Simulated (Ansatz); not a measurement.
**The perfect Al wire along [111], 7 atoms a period**

Wanted: the relaxed geometry and the bands of the Al wire along [111], 7 atoms a period.

Program: Ansatz 0.2.0. Level of theory: DFT PBE, plane waves, PAW; relaxation of a wire's period; PAW set soft_1, in the first sound run; inputs show where later runs differ. Results are calculated unless marked as measured.

### Step 1. Set-up

The cell holds 7 atoms: 7 Al. Cell: a = 9.657 Å, b = 10.099 Å, c = 6.997 Å, α = 90.0°, β = 90.0°, γ = 90.0°. Vacuum lies along a and b. The structure's axis is c.

### Step 2. Relaxation of atoms and period

Band widths follow the bond lengths, so the wire is relaxed first. The atoms and the third cell vector are free; the box across stays fixed as vacuum. A Fermi-Dirac smearing is set since the result may be a metal. The pressure printed is a third of the stress's trace over the whole box, vacuum included; only the stress along the axis is relaxed.

File input.yaml:

```yaml
crystal:
  lattice:
    - [9.657, 0.0, 0.0]
    - [0.0, 10.099, 0.0]
    - [0.0, 0.0, 6.9974852626]
  atoms:
    - { symbol: Al, position: [0.499985057, 0.499982483, 0.0] }
    - { symbol: Al, position: [0.352076214, 0.41832474, 0.333333333] }
    - { symbol: Al, position: [0.499985057, 0.663297969, 0.333333333] }
    - { symbol: Al, position: [0.6478939, 0.41832474, 0.333333333] }
    - { symbol: Al, position: [0.352076214, 0.581640226, 0.666666667] }
    - { symbol: Al, position: [0.499985057, 0.336666997, 0.666666667] }
    - { symbol: Al, position: [0.6478939, 0.581640226, 0.666666667] }
kpoints:
  mp_grid: { grid: [1, 1, 12] }
scf:
  occupations: { method: fermi_dirac, width: 0.05 }
hamiltonian:
  xc: pbe
  pseudopotentials: { kind: paw, azcp: { folder: soft_1 } }
relax:
  cell: { fix: [a, b, alpha, beta, gamma] }
  max_steps: 45
  f_tol: 0.03
```

On the command line:

```sh
$ ansatz run input.yaml --threads 4 --pin off --max-ram 16384MiB --backend cpu --events-out ev --progress --plain --runs-dir out
```

Numbers of over 12 decimals in the logs are rounded to 6 here.

Log:

```text
Engine: ansatz 0.2.0, aarch64-unknown-linux-gnu
Pseudopotentials: kind: paw
Pseudopotential: Al, paw, valence charge 3, recommended cutoff 420 eV (normal), soft_1/Al.paw.azcp
Functional definition: PBE
  parameter kappa = 0.804
  parameter beta = 0.066725
  exchange = pbe_x(kappa = kappa, mu = beta*pi^2/3)
  correlation = pbe_c(beta = beta)
Crystal: 7 atoms, lattice volume = 682.437 Å³
Basis set: ecut = 420 eV, 13355 PW (Γ), exchange–correlation on 144×144×96 points (8 copies of the dense FFT grid, shifted against one another)
Bands: 18, of which v1, the nominal top of the filled ones, is band 11 counted from 1 (10 counted from 0)
Symmetry: 4 space group operations
Space group: P2/m (ITA 10), of the structure as read, at distance tolerance 8.8e-5 Å
k-points: 7 of 12
Non-local potential: Al, projectors of the file, l = 0: 2, l = 1: 2, l = 2: 1
PAW form: soft (Blöchl's): semilocal exchange-correlation on the pseudo side does not see the compensation charge
PAW one-centre angular grid: Al, 110 points (default); XC on 64 Gauss nodes
Initial density: superposition of atomic densities (neutral atoms: chi_scale 0, normalization atom)
Initial wavefunctions: pseudopotential atomic-orbital guess
Functional: x = pbe(κ = 0.804, μ = 0.219515), c = pbe(β = 0.066725)
SCF iter   1: F=—  HF=-3756.370487 eV  |F-HF|=—  |Δ(HF+E_count)|=         —  Δρ=1.29e-2  dr2=5.45e0  ethr=3.10e-3  ⟨swp⟩=10.4  Hψ=946  notcnv=0
preconditioner: auto → LDOS  [insulator: Δε(μ)=0.196 eV  Ē_g=5.039 eV  σ=0.050 eV  W_gap=0.67  n_scr=38 (ndim 8)  ℏωp=6.5 eV  f_vac=0.413  D(μ)=3.18/eV (n_scr^D=10)  ε∞_Penn≈2.7  β→1.0]
SCF iter   2: F=—  HF=-3755.678680 eV  |F-HF|=—  |Δ(HF+E_count)|=   6.92e-1  Δρ=1.14e-2  dr2=3.58e0  ethr=3.10e-3  ⟨swp⟩=4.3  Hψ=433  notcnv=0  defer=4
SCF iter   3: F=—  HF=-3754.958460 eV  |F-HF|=—  |Δ(HF+E_count)|=   7.20e-1  Δρ=1.46e-3  dr2=3.68e-2  ethr=3.10e-3  ⟨swp⟩=3.7  Hψ=370  notcnv=0  defer=4
SCF iter   4: F=—  HF=-3754.958842 eV  |F-HF|=—  |Δ(HF+E_count)|=   3.81e-4  Δρ=2.98e-4  dr2=2.78e-3  ethr=1.75e-4  ⟨swp⟩=2.3  Hψ=235  notcnv=0  defer=4
SCF iter   5: F=—  HF=-3754.958827 eV  |F-HF|=—  |Δ(HF+E_count)|=   1.44e-5  Δρ=8.53e-5  dr2=8.83e-5  ethr=1.32e-5  ⟨swp⟩=2.6  Hψ=199  notcnv=0  defer=4
SCF iter   6: F=—  HF=-3754.958894 eV  |F-HF|=—  |Δ(HF+E_count)|=   6.66e-5  Δρ=1.96e-5  dr2=4.37e-6  ethr=4.21e-7  ⟨swp⟩=2.6  Hψ=207  notcnv=0  defer=4
SCF iter   7: F=—  HF=-3754.958897 eV  |F-HF|=—  |Δ(HF+E_count)|=   3.40e-6  Δρ=5.27e-6  dr2=2.91e-7  ethr=2.08e-8  ⟨swp⟩=2.6  Hψ=192  notcnv=0  defer=4
SCF iter   8: F=-3754.958898 eV  HF=-3754.958898 eV  |F-HF|=3.20e-9  |Δ(HF+E_count)|=   2.82e-7  Δρ=7.92e-7  dr2=6.14e-9  ethr=4.76e-10  ⟨swp⟩=5.0  Hψ=457  notcnv=0
SCF 1 converged in 8 iterations: F = -3754.958898 eV  dr2 = 6.14e-9
  greatest PAW one-centre occupation: 0.514 electrons in one spin orbital (limit 2), on the Al atom at site 6 (counted from 0), in its partial waves of l = 0
relax step   1: F+E_penalty+E_count = -3754.95889758 eV  Δ(F+E_penalty+E_count) = +0.000e0 eV  max|allowed force component| = 8.414e-1 eV/Å  Δτ_max = 0.0000 Å  P = -1.244 GPa  Ω = 682.437 Å³  fix = [a, b, alpha, beta, gamma]  reactions: a -0.409, b -0.375 GPa; alpha +0.005 GPa/rad  (8 SCF iters, dr2 threshold 1.00e-7 eV, accepted)
Crystal: 7 atoms, lattice volume = 649.005 Å³
Basis set: ecut = 420 eV, 12671 PW (Γ), exchange–correlation on 144×144×96 points (8 copies of the dense FFT grid, shifted against one another)
Initial density: handed on by an earlier stage of this run
Initial wavefunctions: those handed on with the density
iter 1 solved again at ethr=2.48e-3 eV; its pass at ethr=3.10e-3 eV (dr2=5.21e-1 eV) is discarded
SCF iter   1: F=—  HF=-3755.881983 eV  |F-HF|=—  |Δ(HF+E_count)|=         —  Δρ=4.69e-3  dr2=5.37e-1  ethr=2.48e-3  ⟨swp⟩=1.0  Hψ=1029  notcnv=0
preconditioner: auto → LDOS  [insulator: Δε(μ)=0.287 eV  Ē_g=5.086 eV  σ=0.050 eV  W_gap=0.75  n_scr=38 (ndim 8)  ℏωp=6.7 eV  f_vac=0.460  D(μ)=2.78/eV (n_scr^D=4)  ε∞_Penn≈2.7  β→1.0]
SCF iter   2: F=—  HF=-3755.836928 eV  |F-HF|=—  |Δ(HF+E_count)|=   4.51e-2  Δρ=3.89e-3  dr2=4.37e-1  ethr=2.48e-3  ⟨swp⟩=3.0  Hψ=270  notcnv=0
SCF iter   3: F=—  HF=-3755.738697 eV  |F-HF|=—  |Δ(HF+E_count)|=   9.82e-2  Δρ=6.15e-4  dr2=7.43e-3  ethr=2.08e-3  ⟨swp⟩=3.0  Hψ=285  notcnv=0  defer=4
SCF iter   4: F=—  HF=-3755.736886 eV  |F-HF|=—  |Δ(HF+E_count)|=   1.81e-3  Δρ=1.88e-4  dr2=8.10e-4  ethr=3.54e-5  ⟨swp⟩=2.1  Hψ=222  notcnv=0  defer=4
SCF iter   5: F=—  HF=-3755.736773 eV  |F-HF|=—  |Δ(HF+E_count)|=   1.13e-4  Δρ=4.52e-5  dr2=2.16e-5  ethr=3.86e-6  ⟨swp⟩=2.1  Hψ=173  notcnv=0  defer=4
SCF iter   6: F=—  HF=-3755.736770 eV  |F-HF|=—  |Δ(HF+E_count)|=   3.41e-6  Δρ=8.80e-6  dr2=8.46e-7  ethr=1.03e-7  ⟨swp⟩=2.1  Hψ=204  notcnv=0  defer=4
SCF iter   7: F=-3755.736770 eV  HF=-3755.736770 eV  |F-HF|=9.70e-9  |Δ(HF+E_count)|=   5.37e-7  Δρ=1.48e-6  dr2=2.52e-8  ethr=3.33e-9  ⟨swp⟩=5.0  Hψ=436  notcnv=0
SCF 2 converged in 7 iterations: F = -3755.736770 eV  dr2 = 2.52e-8
  greatest PAW one-centre occupation: 0.507 electrons in one spin orbital (limit 2), on the Al atom at site 6 (counted from 0), in its partial waves of l = 0
relax step   2: F+E_penalty+E_count = -3755.73677042 eV  Δ(F+E_penalty+E_count) = -7.779e-1 eV  max|allowed force component| = 2.584e-1 eV/Å  Δτ_max = 0.1174 Å  P = -0.667 GPa  Ω = 649.005 Å³  energy of the carried Pulay correction = +1.061e-3 eV  fix = [a, b, alpha, beta, gamma]  reactions: a -0.190, b -0.152 GPa; alpha +0.009 GPa/rad  (7 SCF iters, dr2 threshold 7.00e-7 eV, accepted)
Crystal: 7 atoms, lattice volume = 616.128 Å³
Basis set: ecut = 420 eV, 12049 PW (Γ), exchange–correlation on 144×144×96 points (8 copies of the dense FFT grid, shifted against one another)
iter 1 solved again at ethr=7.37e-4 eV; its pass at ethr=3.10e-3 eV (dr2=1.55e-1 eV) is discarded
SCF iter   1: F=—  HF=-3756.114044 eV  |F-HF|=—  |Δ(HF+E_count)|=         —  Δρ=2.40e-3  dr2=1.58e-1  ethr=7.37e-4  ⟨swp⟩=1.0  Hψ=923  notcnv=0
preconditioner: auto → Resta (q_TF=auto, 1.554 Å⁻¹)  ε∞=2.7  [insulator: Δε(μ)=0.457 eV  Ē_g=5.216 eV  σ=0.050 eV  W_gap=0.98  n_scr=38 (ndim 8)  ℏωp=6.9 eV  f_vac=0.466  D(μ)=0.25/eV (n_scr^D=0)  ε∞_Penn≈2.7  vacuum switching on, ρ_ref=2.0e-3 e/Å³]
SCF iter   2: F=—  HF=-3756.069471 eV  |F-HF|=—  |Δ(HF+E_count)|=   4.46e-2  Δρ=7.22e-4  dr2=7.72e-3  ethr=7.37e-4  ⟨swp⟩=2.3  Hψ=224  notcnv=0
SCF iter   3: F=—  HF=-3756.067282 eV  |F-HF|=—  |Δ(HF+E_count)|=   2.19e-3  Δρ=2.59e-4  dr2=7.76e-4  ethr=3.68e-5  ⟨swp⟩=2.4  Hψ=199  notcnv=0
SCF iter   4: F=—  HF=-3756.067193 eV  |F-HF|=—  |Δ(HF+E_count)|=   8.94e-5  Δρ=4.05e-5  dr2=2.59e-5  ethr=3.70e-6  ⟨swp⟩=2.3  Hψ=201  notcnv=0
SCF iter   5: F=—  HF=-3756.067212 eV  |F-HF|=—  |Δ(HF+E_count)|=   1.88e-5  Δρ=1.28e-5  dr2=4.84e-6  ethr=1.23e-7  ⟨swp⟩=2.0  Hψ=189  notcnv=0
SCF iter   6: F=-3756.067210 eV  HF=-3756.067211 eV  |F-HF|=3.10e-7  |Δ(HF+E_count)|=   1.06e-6  Δρ=4.47e-6  dr2=4.36e-7  ethr=3.33e-9  ⟨swp⟩=3.6  Hψ=549  notcnv=0
SCF 3 converged in 6 iterations: F = -3756.067210 eV  dr2 = 4.36e-7
  greatest PAW one-centre occupation: 0.504 electrons in one spin orbital (limit 2), on the Al atom at site 6 (counted from 0), in its partial waves of l = 0
relax step   3: F+E_penalty+E_count = -3756.06721021 eV  Δ(F+E_penalty+E_count) = -3.304e-1 eV  max|allowed force component| = 2.559e-1 eV/Å  Δτ_max = 0.0443 Å  P = -0.224 GPa  Ω = 616.128 Å³  energy of the carried Pulay correction = +2.157e-3 eV  fix = [a, b, alpha, beta, gamma]  reactions: a -0.027, b +0.024 GPa; alpha +0.018 GPa/rad  (6 SCF iters, dr2 threshold 7.00e-7 eV, accepted)
Crystal: 7 atoms, lattice volume = 582.840 Å³
Basis set: ecut = 420 eV, 11343 PW (Γ), exchange–correlation on 144×144×96 points (8 copies of the dense FFT grid, shifted against one another)
iter 1 solved again at ethr=8.51e-4 eV; its pass at ethr=3.10e-3 eV (dr2=1.79e-1 eV) is discarded
SCF iter   1: F=—  HF=-3756.110970 eV  |F-HF|=—  |Δ(HF+E_count)|=         —  Δρ=2.60e-3  dr2=1.85e-1  ethr=8.51e-4  ⟨swp⟩=1.1  Hψ=941  notcnv=0
preconditioner: auto → Resta (q_TF=auto, 1.568 Å⁻¹)  ε∞=2.8  [insulator: Δε(μ)=0.422 eV  Ē_g=5.236 eV  σ=0.050 eV  W_gap=0.97  n_scr=38 (ndim 8)  ℏωp=7.0 eV  f_vac=0.454  D(μ)=0.27/eV (n_scr^D=0)  ε∞_Penn≈2.8  vacuum switching on, ρ_ref=2.0e-3 e/Å³]
SCF iter   2: F=—  HF=-3756.058987 eV  |F-HF|=—  |Δ(HF+E_count)|=   5.20e-2  Δρ=6.18e-4  dr2=6.69e-3  ethr=8.51e-4  ⟨swp⟩=2.3  Hψ=222  notcnv=0
SCF iter   3: F=—  HF=-3756.057558 eV  |F-HF|=—  |Δ(HF+E_count)|=   1.43e-3  Δρ=2.43e-4  dr2=8.88e-4  ethr=3.18e-5  ⟨swp⟩=2.6  Hψ=231  notcnv=0  defer=1
SCF iter   4: F=—  HF=-3756.057509 eV  |F-HF|=—  |Δ(HF+E_count)|=   4.94e-5  Δρ=3.71e-5  dr2=2.37e-5  ethr=4.23e-6  ⟨swp⟩=2.9  Hψ=203  notcnv=0  defer=1
SCF iter   5: F=—  HF=-3756.057502 eV  |F-HF|=—  |Δ(HF+E_count)|=   6.48e-6  Δρ=1.36e-5  dr2=3.84e-6  ethr=1.13e-7  ⟨swp⟩=2.1  Hψ=192  notcnv=0  defer=1
SCF iter   6: F=-3756.057502 eV  HF=-3756.057502 eV  |F-HF|=2.46e-8  |Δ(HF+E_count)|=   3.16e-7  Δρ=3.07e-6  dr2=9.63e-8  ethr=3.33e-9  ⟨swp⟩=5.9  Hψ=463  notcnv=0
SCF 4 converged in 6 iterations: F = -3756.057502 eV  dr2 = 9.63e-8
  greatest PAW one-centre occupation: 0.505 electrons in one spin orbital (limit 2), on the Al atom at site 6 (counted from 0), in its partial waves of l = 0
relax step   4: F+E_penalty+E_count = -3756.05750197 eV  Δ(F+E_penalty+E_count) = +9.708e-3 eV  max|allowed force component| = 1.453e-1 eV/Å  Δτ_max = 0.0771 Å  P = +0.132 GPa  Ω = 582.840 Å³  energy of the carried Pulay correction = +3.326e-3 eV  fix = [a, b, alpha, beta, gamma]  (6 SCF iters, dr2 threshold 7.00e-7 eV, rejected (line search))
Crystal: 7 atoms, lattice volume = 600.280 Å³
Basis set: ecut = 420 eV, 11741 PW (Γ), exchange–correlation on 144×144×96 points (8 copies of the dense FFT grid, shifted against one another)
iter 1 solved again at ethr=2.17e-4 eV; its pass at ethr=3.10e-3 eV (dr2=4.56e-2 eV) is discarded
SCF iter   1: F=—  HF=-3756.142723 eV  |F-HF|=—  |Δ(HF+E_count)|=         —  Δρ=1.25e-3  dr2=4.64e-2  ethr=2.17e-4  ⟨swp⟩=1.6  Hψ=912  notcnv=0
preconditioner: auto → Resta (q_TF=auto, 1.560 Å⁻¹)  ε∞=2.8  [insulator: Δε(μ)=0.417 eV  Ē_g=5.157 eV  σ=0.050 eV  W_gap=0.97  n_scr=38 (ndim 8)  ℏωp=6.9 eV  f_vac=0.473  D(μ)=0.33/eV (n_scr^D=0)  ε∞_Penn≈2.8  vacuum switching on, ρ_ref=1.9e-3 e/Å³]
SCF iter   2: F=—  HF=-3756.129945 eV  |F-HF|=—  |Δ(HF+E_count)|=   1.28e-2  Δρ=3.27e-4  dr2=2.21e-3  ethr=2.17e-4  ⟨swp⟩=2.1  Hψ=216  notcnv=0
SCF iter   3: F=—  HF=-3756.129414 eV  |F-HF|=—  |Δ(HF+E_count)|=   5.30e-4  Δρ=1.29e-4  dr2=2.91e-4  ethr=1.05e-5  ⟨swp⟩=2.6  Hψ=201  notcnv=0
SCF iter   4: F=—  HF=-3756.129367 eV  |F-HF|=—  |Δ(HF+E_count)|=   4.76e-5  Δρ=2.23e-5  dr2=1.07e-5  ethr=1.39e-6  ⟨swp⟩=2.9  Hψ=209  notcnv=0
SCF iter   5: F=—  HF=-3756.129332 eV  |F-HF|=—  |Δ(HF+E_count)|=   3.46e-5  Δρ=8.80e-6  dr2=1.35e-6  ethr=5.09e-8  ⟨swp⟩=2.0  Hψ=187  notcnv=0
SCF iter   6: F=—  HF=-3756.129357 eV  |F-HF|=—  |Δ(HF+E_count)|=   2.46e-5  Δρ=1.72e-6  dr2=3.89e-8  ethr=6.42e-9  ⟨swp⟩=2.3  Hψ=199  notcnv=0
SCF iter   7: F=—  HF=-3756.129357 eV  |F-HF|=—  |Δ(HF+E_count)|=   1.22e-8  Δρ=3.32e-7  dr2=1.55e-9  ethr=1.85e-10  ⟨swp⟩=2.0  Hψ=199  notcnv=0
SCF iter   8: F=-3756.129357 eV  HF=-3756.129357 eV  |F-HF|=1.50e-11  |Δ(HF+E_count)|=  9.05e-10  Δρ=5.08e-8  dr2=5.78e-11  ethr=1.00e-12  ⟨swp⟩=4.0  Hψ=557  notcnv=0
SCF 5 converged in 8 iterations: F = -3756.129357 eV  dr2 = 5.78e-11
relax step   5: F+E_penalty+E_count = -3756.12935661 eV  Δ(F+E_penalty+E_count) = -6.215e-2 eV  max|allowed force component| = 2.962e-2 eV/Å  Δτ_max = 0.0414 Å  P = -0.055 GPa  Ω = 600.280 Å³  energy of the carried Pulay correction = +2.706e-3 eV  fix = [a, b, alpha, beta, gamma]  reactions: a -0.101, b -0.069 GPa; alpha +0.020 GPa/rad  (8 SCF iters, accepted)
Basis set: ecut = 420 eV, 11741 PW (Γ), exchange–correlation on 144×144×90 points (8 copies of the dense FFT grid, shifted against one another)
Initial wavefunctions: pseudopotential atomic-orbital guess (no wavefunctions were taken with the density)
iter 1 solved again at ethr=5.45e-7 eV; its pass at ethr=3.10e-3 eV (dr2=1.14e-4 eV) is discarded
SCF iter   1: F=—  HF=-3756.128323 eV  |F-HF|=—  |Δ(HF+E_count)|=         —  Δρ=1.84e-5  dr2=1.94e-7  ethr=5.45e-7  ⟨swp⟩=3.4  Hψ=1371  notcnv=0
eigensolver tolerance schedule: the retry pair's looser diagonalisation over-reported the residual by 589.10 of it (diagonalisation noise at 0.12 of the residual, at the tolerance the schedule requests for it); recorded, not acted on — ethr = c·dr2/N_el stays at c = 1.0e-1
preconditioner: auto → Resta (q_TF=auto, 1.560 Å⁻¹)  ε∞=2.8  [insulator: Δε(μ)=0.466 eV  Ē_g=5.184 eV  σ=0.050 eV  W_gap=0.98  n_scr=38 (ndim 8)  ℏωp=6.9 eV  f_vac=0.468  D(μ)=0.24/eV (n_scr^D=0)  ε∞_Penn≈2.8  vacuum switching on, ρ_ref=1.9e-3 e/Å³]
SCF iter   2: F=—  HF=-3756.128269 eV  |F-HF|=—  |Δ(HF+E_count)|=   5.39e-5  Δρ=9.53e-6  dr2=5.59e-8  ethr=9.24e-10  ⟨swp⟩=2.9  Hψ=256  notcnv=0
SCF iter   3: F=—  HF=-3756.128270 eV  |F-HF|=—  |Δ(HF+E_count)|=   1.06e-6  Δρ=1.40e-6  dr2=1.70e-8  ethr=2.66e-10  ⟨swp⟩=2.0  Hψ=200  notcnv=0
SCF iter   4: F=—  HF=-3756.128270 eV  |F-HF|=—  |Δ(HF+E_count)|=   1.44e-8  Δρ=2.66e-7  dr2=1.50e-9  ethr=8.10e-11  ⟨swp⟩=2.9  Hψ=199  notcnv=0
SCF iter   5: F=-3756.128270 eV  HF=-3756.128270 eV  |F-HF|=8.19e-12  |Δ(HF+E_count)|=  1.14e-10  Δρ=4.06e-8  dr2=1.10e-11  ethr=1.00e-12  ⟨swp⟩=4.0  Hψ=565  notcnv=0
SCF 6 converged in 5 iterations: F = -3756.128270 eV  dr2 = 1.10e-11
relax step   6: F+E_penalty+E_count = -3756.12826981 eV  Δ(F+E_penalty+E_count) = +1.087e-3 eV  max|allowed force component| = 2.957e-2 eV/Å  Δτ_max = 0.0000 Å  P = -0.058 GPa  Ω = 600.280 Å³  fix = [a, b, alpha, beta, gamma]  reactions: a -0.103, b -0.071 GPa; alpha +0.020 GPa/rad  stress off target by 1.02e-3 GPa on what of the cell is left free  SCF on the basis re-selected at this cell (its energy is not comparable with the rows above)  (5 SCF iters)
basis re-selected at this cell: Δ(F+E_penalty+E_count) = +1.087e-3 eV, ΔP = -0.003 GPa vs the last step (what re-selecting the basis moved, of the pressure what is left beyond the Pulay correction that the steps carried, after the strain that the cell walked since its last selection, with what the two solves' SCF thresholds leave and, on support functions, any second-order correction that the steps lacked; it is no measure of the basis error at this ecutwfc). The dense FFT grid was sized anew with the basis: this SCF ran on 72×72×45 points, the steps before it on 72×72×48, so part of this shift can come from that change (see relax.cell in the input reference). [rest of the remark cut]
SCF converged after 5 iterations
Free energy (F): -3756.128270 eV
Harris-Foulkes:  -3756.128270 eV  (|F-HF|=8.19e-12)
Internal energy: -3756.124603 eV  (E = F + TS)
E sigma→0 (E₀):  -3756.126437 eV
Entropy (-TS):   -0.003666 eV (-0.524 meV/atom)
Fermi energy:    -1.666429 eV
--- Per-component energies (eV) ---
  E_band       = -108.063524
  E_kinetic    = 138.141608
  E_local      = -879.072476  (includes V_loc(G=0)·N_el)
  E_nonlocal   = 74.495196
  E_hartree    = 384.552303
  E_xc         = -250.389090
  E_vxc        = -185.739845  (∫ρ·V_xc dr)
  E_paw        = -3286.244837  (= ΣΔE_a)
  E_vpaw       = -24.992594  (= ΣTr[D̂ρ^β])
  E_aug_tail   = -0.000013  (compensation charges beyond the density's cutoff)
  E_ewald      = 62.392707
  E_smearing   = -0.003666  (= −TS)
  E_closure    = 0.000000  (closes the sum)
  Σ components = -3756.128270   (vs F -3756.128270, Δ=0.00e0)
--- Forces (eV/Å), atoms counted from 1 ---
  atom   1  Al     0.00000000     0.00000000     0.00000000
  atom   2  Al    -0.02957411    -0.01422453     0.02668425
  atom   3  Al     0.00000000     0.02459684     0.02217211
  atom   4  Al     0.02957411    -0.01422453     0.02668425
  atom   5  Al    -0.02957411     0.01422453    -0.02668425
  atom   6  Al     0.00000000    -0.02459684    -0.02217211
  atom   7  Al     0.02957411     0.01422453    -0.02668425
  max |Σ_I F_I| component: 3.47e-18 eV/Å
--- Stress (GPa, compression-positive) ---
       -0.102774       0.000000       0.000000
        0.000000      -0.071415      -0.020283
        0.000000      -0.020283      -0.001022
  P = ⅓ Tr σ = -0.0584 GPa (-0.584 kbar)
--- Relaxed structure (5 steps of the walk, 4 accepted, 1 SCFs on fresh bases) ---
  F+E_penalty+E_count = -3756.12826981 eV   max|allowed force component| = 2.957e-2 eV/Å   (the final SCF, on the basis selected at the relaxed cell)
  cell:  # Å, volume = 600.2802 Å³
    - [9.657, 0.0, 0.0]
    - [0.0, 10.099, 0]
    - [0.0, 0, 6.155076]
  atoms:
    - { symbol: Al, position: [0.499985, 0.499982483, 1.4166097112046137e-19] }
    - { symbol: Al, position: [0.352483, 0.418837, 0.337737] }
    - { symbol: Al, position: [0.499985, 0.662970, 0.338760] }
    - { symbol: Al, position: [0.647487, 0.418837, 0.337737] }
    - { symbol: Al, position: [0.352483, 0.581128, 0.662263] }
    - { symbol: Al, position: [0.499985, 0.336995, 0.661240] }
    - { symbol: Al, position: [0.647487, 0.581128, 0.662263] }
```

Wall time 20 s (4 threads of Arm Neoverse N1, shared host); peak memory 0.83 GiB; 74 s of CPU time.

(Continued in part 2 of 2.)

[Logs are printed without paths, hosts, clocks, repeated set-up lines and the standing remarks that a program may print on its own settings, such as how far it seeks lower states.]

[Hosts, paths, dates, database ids (printed as entryN), source tags and the programs' standing remarks are cut or masked in the printed files.]
